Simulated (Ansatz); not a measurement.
# Direct or indirect: LiPS3 (C2/m)

```cif
data_structure
_symmetry_space_group_name_H-M 'C2/m'
_symmetry_Int_Tables_number 12
_cell_length_a 11.1156
_cell_length_b 7.0070
_cell_length_c 6.5251
_cell_angle_alpha 90.000
_cell_angle_beta 125.572
_cell_angle_gamma 90.000
_cell_volume 413.38
loop_
_atom_site_label
_atom_site_type_symbol
_atom_site_symmetry_multiplicity
_atom_site_Wyckoff_symbol
_atom_site_fract_x
_atom_site_fract_y
_atom_site_fract_z
_atom_site_occupancy
S1 S 4 i 0.18080 0.50000 0.06150 1
S2 S 4 i 0.30220 0.50000 0.67390 1
S3 S 4 h 0.00000 0.22120 0.50000 1
P1 P 4 i 0.34610 0.50000 0.41940 1
Li1 Li 4 g 0.00000 0.75930 0.00000 1
```

Method: Ansatz, r2SCAN, independent particles, without spin-orbit coupling, line width 0.1 eV (Gaussian). The band structure gives a fundamental gap of 2.18 eV. The spectrum of vertical transitions near the edge:

```
E (eV)  Im ε, E ∥ x  Im ε, E ∥ y  Im ε, E ∥ z
  1.68         0.00         0.00         0.00
  1.80         0.00         0.00         0.00
  1.92         0.00         0.00         0.00
  2.04         0.00         0.00         0.00
  2.16         0.00         0.00         0.00
  2.28         0.00         0.00         0.00
  2.40         0.00         0.00         0.00
  2.52         0.06         0.09         0.02
  2.64         0.60         0.44         0.22
  2.76         1.69         1.36         0.69
  2.88         2.28         1.98         0.96
  3.00         2.04         1.38         1.14
  3.12         2.40         0.99         1.74
  3.24         2.94         0.92         2.13
  3.36         3.47         1.18         2.32
  3.48         5.17         2.02         2.68
  3.60         7.25         2.58         3.27
  3.72         7.23         2.59         3.41
  3.84         6.56         2.71         3.82
```

Problem. Is the gap direct or indirect, and about where do vertical transitions set in?

Solution. Indirect, by the band path, whose least direct gap is 2.56 eV. The curves fit this: they stay near zero above 2.18 eV and rise only from about 2.6 eV, though a forbidden direct transition would look alike. Lines are broadened by 0.1 eV, which spreads the edge, and phonons, which would give weak absorption from the fundamental gap up, are left out.

[Logs are printed without paths, hosts, clocks, repeated set-up lines and the standing remarks that a program may print on its own settings, such as how far it seeks lower states.]
